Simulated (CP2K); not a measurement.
Consider carbon suboxide at its PBE geometry (Å).

```xyz
5

O    -2.1796   -0.2218    1.1129
C    -1.1353   -0.1164    0.5804
C     0.0000    0.0000    0.0000
C     1.1353    0.1164   -0.5804
O     2.1796    0.2218   -1.1129
```

Method: CP2K XAS_TDP, all-electron GAPW, PBEh(45%), aug-cc-pVTZ, TDA, no relativity.

Q: Predict the bright core excitations at the C K edge.

Leading lines: C2 283.00 eV and C3 285.61 eV. The leading line of an atom is its first one with 35 % of the strongest within 2.5 eV of its lowest line over the strength cut. 

The first six lines of each atom with a strength over 0.0015:

| atom | energy (eV) | states | strength, one atom |
| --- | --- | --- | --- |
| C2 (bonded to C and O), 2 alike | 283.00 | 2 | 0.1327 |
|  | 289.59 | 2 | 0.0067 |
|  | 290.10 | 1 | 0.0030 |
|  | 290.81 | 2 | 0.0257 |
|  | 291.13 | 2 | 0.0124 |
|  | 291.79 | 1 | 0.0019 |
| C3 (bonded to 2 C) | 285.61 | 2 | 0.0952 |
|  | 285.73 | 1 | 0.0104 |
|  | 286.41 | 2 | 0.0317 |
|  | 287.81 | 1 | 0.0112 |
|  | 288.70 | 1 | 0.0027 |
|  | 290.28 | 2 | 0.0047 |

Lines are vertical, at one geometry, with no vibrational structure. Without a correction of the core level, line positions, and the gaps between valence and Rydberg lines, follow the share of exact exchange. At this level such K lines come out 3 to 6 eV under measured ones. These values hold no scalar relativity, about 0.1 eV for C 1s. Rydberg lines, and the discretised continuum above threshold, depend on the basis and the box.

[Banner, clock and machine lines of the logs are left out without a mark of their own.]

[Logs are printed without paths, hosts, clocks, repeated set-up lines and the standing remarks that a program may print on its own settings, such as how far it seeks lower states.]

[Hosts, paths, dates, database ids (printed as entryN), source tags and the programs' standing remarks are cut or masked in the printed files.]
